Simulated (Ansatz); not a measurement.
# Moving the knobs of a GW run on SnWO4 (Pnna)

A base run on SnWO4 (Pnna), then changed inputs.

Program: Ansatz 0.2.0. Level of theory: G0W0 on r2SCAN, plane waves, PAW. Results are calculated unless marked as measured.

### Step 1. Set-up

The structure is orthorhombic, space group Pnna (No. 52). Conventional cell: a = 5.627 Å, b = 11.649 Å, c = 4.997 Å, α = 90.00°, β = 90.00°, γ = 90.00°. Sn has 4 O at 2.18 to 2.39 Å nearest. Nearest to W lie 6 O at 1.80 to 2.14 Å. Nearest to O lie 2 W at 1.80 to 2.14 Å. Nearest to O lie 1 W at 1.89 Å and 2 Sn at 2.18 to 2.39 Å. Farther neighbours and most contacts between anions are not listed.

The cell and positions come from the Crystallography Open Database and are kept as given unless a step says otherwise. Spin-orbit coupling is left out unless a step names it. The default PAW set here is soft_2. Its files were made with PBE.

### Step 2. The base run: 2×2×2 mesh, 454 empty bands, screening to 72 eV

Now the one-shot GW correction: screening in the RPA, then the self-energy of the levels asked for.

The input, input.yaml:

```yaml
crystal:
  lattice:
    - [5.627, 0.0, 0.0]
    - [0.0, 11.6486, 0.0]
    - [0.0, 0.0, 4.9973]
  atoms:
    - { symbol: Sn, position: [0.25, 0.0, 0.2196] }
    - { symbol: Sn, position: [0.25, 0.5, 0.2804] }
    - { symbol: Sn, position: [0.75, 0.0, 0.7804] }
    - { symbol: Sn, position: [0.75, 0.5, 0.7196] }
    - { symbol: W, position: [0.6677, 0.25, 0.25] }
    - { symbol: W, position: [0.8323, 0.75, 0.25] }
    - { symbol: W, position: [0.3323, 0.75, 0.75] }
    - { symbol: W, position: [0.1677, 0.25, 0.75] }
    - { symbol: O, position: [0.3765, 0.2987, 0.9988] }
    - { symbol: O, position: [0.1235, 0.7013, 0.9988] }
    - { symbol: O, position: [0.3765, 0.2013, 0.5012] }
    - { symbol: O, position: [0.1235, 0.7987, 0.5012] }
    - { symbol: O, position: [0.6235, 0.7013, 0.0012] }
    - { symbol: O, position: [0.8765, 0.2987, 0.0012] }
    - { symbol: O, position: [0.6235, 0.7987, 0.4988] }
    - { symbol: O, position: [0.8765, 0.2013, 0.4988] }
    - { symbol: O, position: [0.1019, 0.3961, 0.6037] }
    - { symbol: O, position: [0.3981, 0.6039, 0.6037] }
    - { symbol: O, position: [0.1019, 0.1039, 0.8963] }
    - { symbol: O, position: [0.3981, 0.8961, 0.8963] }
    - { symbol: O, position: [0.8981, 0.6039, 0.3963] }
    - { symbol: O, position: [0.6019, 0.3961, 0.3963] }
    - { symbol: O, position: [0.8981, 0.8961, 0.1037] }
    - { symbol: O, position: [0.6019, 0.1039, 0.1037] }
kpoints:
  mp_grid: { grid: [2, 2, 2] }
hamiltonian:
  xc: r2scan
scf:
  occupations: { method: fixed }
gw:
  n_empty_bands: 454
  ecut_chi: 72
  qp_bands: [v4, c4]
  qp_kpoints: band_edges
  screening: { model: contour_deformation }
```

The run is started by

```console
ansatz run input.yaml --threads 24 --pin off --max-ram 82944MiB --backend cuda --events-out ev --progress --plain --runs-dir out --devices 1 --max-vram 78GiB
```

Numbers of over 12 decimals in the logs are rounded to 6 here.

The log of the run:

```text
GPUs: using 1 of 1 available (devices: 1).
Engine: ansatz 0.2.0, aarch64-unknown-linux-gnu
Pseudopotentials: kind: paw
Pseudopotential: Sn, paw, valence charge 14, recommended cutoff 500 eV (meta_gga), Sn.paw.azcp
Pseudopotential: W, paw, valence charge 14, recommended cutoff 500 eV (meta_gga), W.paw.azcp
Pseudopotential: O, paw, valence charge 6, recommended cutoff 500 eV (meta_gga), O.paw.azcp
Functional definition: r2SCAN
  parameter k0 = 0.174
  parameter k1 = 0.065
  parameter a1 = 4.9479
  exchange = r2scan_x(k0 = k0, k1 = k1, a1 = a1)
  correlation = r2scan_c
[...]
Crystal: 24 atoms, lattice volume = 327.556 Å³
Basis set: ecut = 500 eV, 8317 PW (Γ), exchange–correlation on 180×360×160 points (64 copies of the dense FFT grid, shifted against one another)
Bands: 128, of which v1, the nominal top of the filled ones, is band 104 counted from 1 (103 counted from 0)
Symmetry: 8 space group operations
Space group: Pnna (ITA 52), of the structure as read, at distance tolerance 6.9e-5 Å
k-points: 8
Non-local potential: Sn, projectors of the file, l = 0: 2, l = 1: 2, l = 2: 2, l = 3: 2
Non-local potential: W, projectors of the file, l = 0: 3, l = 1: 2, l = 2: 2, l = 3: 1
Non-local potential: O, projectors of the file, l = 0: 2, l = 1: 2, l = 2: 1
PAW form: soft (Blöchl's): semilocal exchange-correlation on the pseudo side does not see the compensation charge
PAW frozen core: Sn, regenerated for the run's functional (the file was generated under x = pbe(κ = 0.804, μ = 0.219515), c = pbe(β = 0.066725))
PAW frozen core: W, regenerated for the run's functional (the file was generated under x = pbe(κ = 0.804, μ = 0.219515), c = pbe(β = 0.066725))
PAW frozen core: O, regenerated for the run's functional (the file was generated under x = pbe(κ = 0.804, μ = 0.219515), c = pbe(β = 0.066725))
PAW one-centre angular grid: Sn, 590 points (default); XC on 249 of its mesh's 2787 points in the sphere
PAW one-centre angular grid: W, 590 points (default); XC on 160 Gauss nodes
PAW one-centre angular grid: O, 302 points (default); XC on 160 Gauss nodes
Initial density: superposition of atomic densities (neutral atoms: chi_scale 0, normalization atom), corrected by the library's trained network
Initial wavefunctions: pseudopotential atomic-orbital guess
[...]
Functional: x = r2scan, c = r2scan; τ floored in thin density (d = 2e-4 eV/Å³)
SCF iter   1: F=—  HF=-74847.686385 eV  |F-HF|=—  |Δ(HF+E_count)|=         —  Δρ=1.16e-2  dr2=5.33e-1  dr2_τ=1.43e0  ethr=1.77e-3  ⟨swp⟩=5.0  Hψ=3366  notcnv=0  defer=171
preconditioner: auto → Resta (q_TF=auto, 2.529 Å⁻¹)  ε∞=4.2  [insulator: Δε(μ)=1.681 eV  Ē_g=15.260 eV  n_scr=84 (ndim 8)  ℏωp=27.2 eV  f_vac=0.037  ε∞_Penn≈4.2]
SCF iter   2: F=—  HF=-74847.960809 eV  |F-HF|=—  |Δ(HF+E_count)|=   2.74e-1  Δρ=6.16e-3  dr2=5.03e-2  dr2_τ=3.83e-2  ethr=2.56e-4  ⟨swp⟩=2.0  Hψ=1747  notcnv=0  defer=171
SCF iter   3: F=—  HF=-74847.963731 eV  |F-HF|=—  |Δ(HF+E_count)|=   2.92e-3  Δρ=3.06e-3  dr2=1.85e-2  dr2_τ=1.36e-3  ethr=2.42e-5  ⟨swp⟩=2.0  Hψ=1366  notcnv=0  defer=174
SCF iter   4: F=—  HF=-74847.964318 eV  |F-HF|=—  |Δ(HF+E_count)|=   5.86e-4  Δρ=1.00e-3  dr2=1.74e-3  dr2_τ=2.26e-4  ethr=8.88e-6  ⟨swp⟩=2.0  Hψ=1287  notcnv=0  defer=174
SCF iter   5: F=—  HF=-74847.964424 eV  |F-HF|=—  |Δ(HF+E_count)|=   1.06e-4  Δρ=2.41e-4  dr2=1.40e-4  dr2_τ=1.63e-5  ethr=8.34e-7  ⟨swp⟩=2.2  Hψ=1361  notcnv=0  defer=169
SCF iter   6: F=—  HF=-74847.964447 eV  |F-HF|=—  |Δ(HF+E_count)|=   2.28e-5  Δρ=1.02e-4  dr2=3.37e-5  dr2_τ=4.21e-6  ethr=6.75e-8  ⟨swp⟩=2.0  Hψ=1380  notcnv=0  defer=156
SCF iter   7: F=—  HF=-74847.964450 eV  |F-HF|=—  |Δ(HF+E_count)|=   3.05e-6  Δρ=3.37e-5  dr2=4.48e-6  dr2_τ=2.01e-7  ethr=1.62e-8  ⟨swp⟩=2.0  Hψ=1272  notcnv=0  defer=156
SCF iter   8: F=—  HF=-74847.964450 eV  |F-HF|=—  |Δ(HF+E_count)|=   1.05e-7  Δρ=5.78e-6  dr2=1.29e-7  dr2_τ=9.45e-9  ethr=2.15e-9  ⟨swp⟩=2.0  Hψ=1388  notcnv=0  defer=156
SCF iter   9: F=-74847.964450 eV  HF=-74847.964450 eV  |F-HF|=1.37e-9  |Δ(HF+E_count)|=   5.06e-8  Δρ=1.29e-6  dr2=5.62e-9  dr2_τ=7.16e-10  ethr=4.81e-11  ⟨swp⟩=10.2  Hψ=3807  notcnv=0
SCF 1 converged in 9 iterations: F = -74847.964450 eV  dr2 = 5.62e-9
[...]
SCF converged after 9 iterations
[...]
0   108     11.2944   -16.2140    -3.7925   -21.0504  0.7627    12.3636    12.3383  root
     1   101      8.2912   -20.4004     2.2923   -18.0296  0.7638     8.2126     8.2128  root
     1   102      8.2912   -20.4004     2.2923   -18.0296  0.7638     8.2126     8.2128  root
     1   103      8.5970   -20.7066     2.2518   -18.3895  0.7708     8.5317     8.5318  root
     1   104      8.5970   -20.7066     2.2518   -18.3895  0.7708     8.5317     8.5318  root
     1   105     11.1888   -15.4131    -4.2387   -20.6852  0.7649    12.2480    12.2222  root
     1   106     11.1888   -15.4131    -4.2387   -20.6852  0.7649    12.2480    12.2222  root
     1   107     11.3396   -15.8809    -4.2081   -21.1542  0.7618    12.4342    12.4049  root
[...]
7   105     10.9979   -15.8020    -3.9435   -20.7889  0.7688    12.0645    12.0412  root
     7   106     10.9979   -15.8020    -3.9435   -20.7889  0.7688    12.0645    12.0412  root
     7   107     11.2895   -16.2822    -3.8942   -21.2777  0.7594    12.4220    12.3908  root
     7   108     11.2895   -16.2822    -3.8942   -21.2777  0.7594    12.4220    12.3908  root
```

The job ended after 8.6 s (1 × NVIDIA GB200 (shared by 2 runs) with 24 threads of Arm Neoverse V2, shared host; peak memory 3.4 GiB).

The column dr2 measures how far the density is from self-consistency, as an energy; F and HF (Harris–Foulkes) agree once it is small.

This step gave:

| Property | Result |
| --- | --- |
| bands summed | 558 |
| RPA ε∞ on this mesh (eigenvalues) | 5.388, 5.750, 6.893 |
| plane waves in the screening matrix | 461 |
| q-points in the mesh | 8 |
| G0W0 gap on the mesh | 2.634 eV |
| k of the valence top | 0, -0.5, 0 |
| k of the conduction bottom | 0, 0, 0 |
| starting gap on the mesh | 1.548 eV |
| Z at the valence top | 0.7727 |
| Z at the conduction bottom | 0.7685 |
| least direct G0W0 gap on the computed points | 2.657 eV |

The gap on the mesh goes from 1.55 eV to 2.63 eV, a correction of +1.09 eV. Between the two edge states, bare exchange in place of the xc potential would open the gap by 7.02 eV, and correlation takes back 5.94 eV.

### Step 3. Variant: all filled levels at the zone centre

input.yaml: that of step 2 with these lines changed.

```diff
@@ -37,6 +37,6 @@
 gw:
-  n_empty_bands: 454
-  ecut_chi: 72
-  qp_bands: [v4, c4]
-  qp_kpoints: band_edges
+  n_empty_bands: 743
+  ecut_chi: 100
+  qp_bands: [lowest, c2]
+  qp_kpoints: [[0, 0, 0]]
   screening: { model: contour_deformation }
```

The log of the run:

```text
GPUs: using 1 of 1 available (devices: 1).
[...]
Crystal: 24 atoms, lattice volume = 327.556 Å³
Basis set: ecut = 500 eV, 8317 PW (Γ), exchange–correlation on 180×360×160 points (64 copies of the dense FFT grid, shifted against one another)
Bands: 128, of which v1, the nominal top of the filled ones, is band 104 counted from 1 (103 counted from 0)
Symmetry: 8 space group operations
[...]
k-points: 8
[...]
SCF iter   1: F=—  HF=-74847.686385 eV  |F-HF|=—  |Δ(HF+E_count)|=         —  Δρ=1.16e-2  dr2=5.33e-1  dr2_τ=1.43e0  ethr=1.77e-3  ⟨swp⟩=5.0  Hψ=3366  notcnv=0  defer=171
[...]
SCF iter   9: F=-74847.964450 eV  HF=-74847.964450 eV  |F-HF|=1.37e-9  |Δ(HF+E_count)|=   5.06e-8  Δρ=1.29e-6  dr2=5.62e-9  dr2_τ=7.16e-10  ethr=4.81e-11  ⟨swp⟩=10.2  Hψ=3807  notcnv=0
SCF 1 converged in 9 iterations: F = -74847.964450 eV  dr2 = 5.62e-9
[...]
SCF converged after 9 iterations
[...]
0    50     -9.3654   -35.2025     9.1888   -25.6185  0.6910    -9.7654    -9.7606  root
     0    51     -9.3051   -35.2026     9.1949   -25.6144  0.6904    -9.7032    -9.6984  root
     0    52     -9.1483   -35.7002     9.0983   -26.1666  0.6957    -9.5895    -9.5835  root
     0    53      1.0468   -24.0109     5.4306   -18.3950  0.6738     0.8605     0.8616  root
     0    54      1.2096   -24.8498     5.6127   -19.1185  0.6776     1.0911     1.0912  root
     0    55      1.2879   -26.6922     5.5236   -21.1802  0.6788     1.2995     1.2995  root
     0    56      1.2905   -25.8443     5.6322   -20.1602  0.6756     1.2387     1.2385  root
     0    57      1.3011   -26.7368     5.5245   -21.2284  0.6792     1.3172     1.3172  root
[...]
0   103      8.7974   -19.4723     1.5406   -17.7167  0.7716     8.5818     8.5824  root
     0   104      8.8429   -20.1194     1.7172   -18.2146  0.7691     8.6548     8.6553  root
     0   105     10.4437   -15.5262    -4.2155   -20.6369  0.7659    11.3555    11.3389  root
     0   106     10.4820   -15.6226    -4.1956   -20.7175  0.7648    11.3983    11.3812  root
```

Wall time 19 s (1 × NVIDIA GB200 (shared by 2 runs) with 24 threads); peak memory 4.2 GiB; 62 s of CPU time.

Absolute levels on the run's own zero. QP, by row, the first 40 of 106 rows:

```
k index  band  KS (eV)  Sigma_x (eV)  Sigma_c (eV)  Vxc (eV)       Z  QP linearised (eV)  QP (eV)  source          doubts
      0     1   -68.55        -53.86         13.87    -39.93  0.5801              -68.61   -68.61    root   z_under_floor
      0     2   -68.55        -53.86         13.87    -39.93  0.5801              -68.61   -68.61    root   z_under_floor
      0     3   -68.55        -53.86         13.87    -39.94  0.5799               -68.6    -68.6    root   z_under_floor
      0     4   -68.55        -53.86         13.87    -39.94  0.5799               -68.6    -68.6    root   z_under_floor
      0     5   -32.27        -42.09         8.493       -33  0.6819              -32.89   -32.87    root                
      0     6   -32.27        -42.09         8.493       -33  0.6819              -32.89   -32.87    root                
      0     7   -32.23        -42.06         8.482    -33.01   0.681              -32.82   -32.81    root                
      0     8   -32.23        -42.06         8.482    -33.01   0.681              -32.82   -32.81    root                
      0     9   -32.21        -42.17         8.374    -33.11  0.6831              -32.91   -32.89    root                
      0    10   -32.21        -42.17         8.374    -33.11  0.6831              -32.91   -32.89    root                
      0    11   -32.15        -42.15         8.341    -33.16  0.6835              -32.81   -32.79    root                
      0    12   -32.15        -42.15         8.341    -33.16  0.6835              -32.81   -32.79    root                
      0    13   -32.08        -42.19         8.503    -33.08  0.6802              -32.72    -32.7    root                
      0    14   -32.08         -42.2         8.502    -33.08  0.6805              -32.72    -32.7    root                
      0    15   -32.07        -42.21         8.493    -33.11  0.6799               -32.7   -32.68    root                
      0    16   -32.07        -42.21         8.493    -33.11  0.6799               -32.7   -32.68    root                
      0    17    -12.3        -43.36         7.438    -34.19  0.7003              -14.17   -14.03    root  energies_apart
      0    18   -12.24        -43.63         7.332    -34.52  0.7048              -14.16   -14.02    root  energies_apart
      0    19   -12.23         -44.1          7.18    -35.04  0.7145              -14.28   -14.11    root  energies_apart
      0    20   -12.22        -43.45         7.408     -34.3  0.7005              -14.08   -13.96    root  energies_apart
      0    21   -12.18        -44.26         7.103    -35.23  0.7159              -14.25    -14.1    root  energies_apart
      0    22   -12.15        -44.32         7.107    -35.29  0.7146              -14.22   -14.07    root  energies_apart
      0    23   -12.01        -45.24         6.698    -36.45  0.7343              -14.32   -14.09    root  energies_apart
      0    24      -12        -45.46         6.653    -36.68  0.7385              -14.36   -14.12    root  energies_apart
      0    25   -11.98        -45.45         6.708    -36.62  0.7376              -14.32   -14.11    root  energies_apart
      0    26   -11.98        -45.58         6.658    -36.78  0.7389              -14.35   -14.12    root  energies_apart
      0    27   -11.98        -45.49         6.635    -36.73   0.738              -14.33    -14.1    root  energies_apart
      0    28   -11.98        -45.47         6.642    -36.71  0.7373              -14.33   -14.09    root  energies_apart
      0    29   -11.93        -45.43         6.694    -36.63   0.736              -14.26   -14.03    root  energies_apart
      0    30   -11.92         -45.5         6.675    -36.71  0.7378              -14.28   -14.04    root  energies_apart
      0    31   -11.91        -45.53         6.651    -36.77  0.7381              -14.26   -14.02    root  energies_apart
      0    32   -11.91        -45.54         6.651    -36.77   0.738              -14.26   -14.02    root  energies_apart
      0    33   -11.87        -45.57         6.689    -36.76  0.7373              -14.22   -13.99    root  energies_apart
      0    34   -11.87        -45.61         6.673    -36.81  0.7379              -14.23      -14    root  energies_apart
      0    35   -11.87        -45.57         6.678    -36.78  0.7351               -14.2   -13.98    root  energies_apart
      0    36   -11.87        -45.69         6.644    -36.91  0.7377              -14.23      -14    root  energies_apart
      0    37   -11.55        -33.13         9.965    -22.98  0.6069              -11.74   -11.74    root                
      0    38   -11.43        -33.57         9.843     -23.5  0.6125              -11.66   -11.65    root                
      0    39   -10.76        -33.95         9.703    -24.07  0.6405              -10.94   -10.93    root                
      0    40   -10.76        -33.98         9.698     -24.1  0.6407              -10.94   -10.94    root
```

Against the base:

```
              setting        base       variant
          empty bands         454           743
screening cutoff (eV)          72           100
         levels asked    v4 to c4  lowest to c2
         points asked  band edges   [[0, 0, 0]]
```

(Part 1 of 2 ends here.)

[Paths, hosts, dates, memory and timing lines, banners, echoed tables and standing remarks are left out of the program output.]

[Logs are printed without paths, hosts, clocks, repeated set-up lines and the standing remarks that a program may print on its own settings, such as how far it seeks lower states.]

[Runs of the session that timed out or met a known fault of the program may be left out.]

[Cells called generated may have been cut or substituted from an entry of the Crystallography Open Database or the Materials Project.]

[Hosts, paths, dates, database ids (printed as entryN), source tags and the programs' standing remarks are cut or masked in the printed files.]
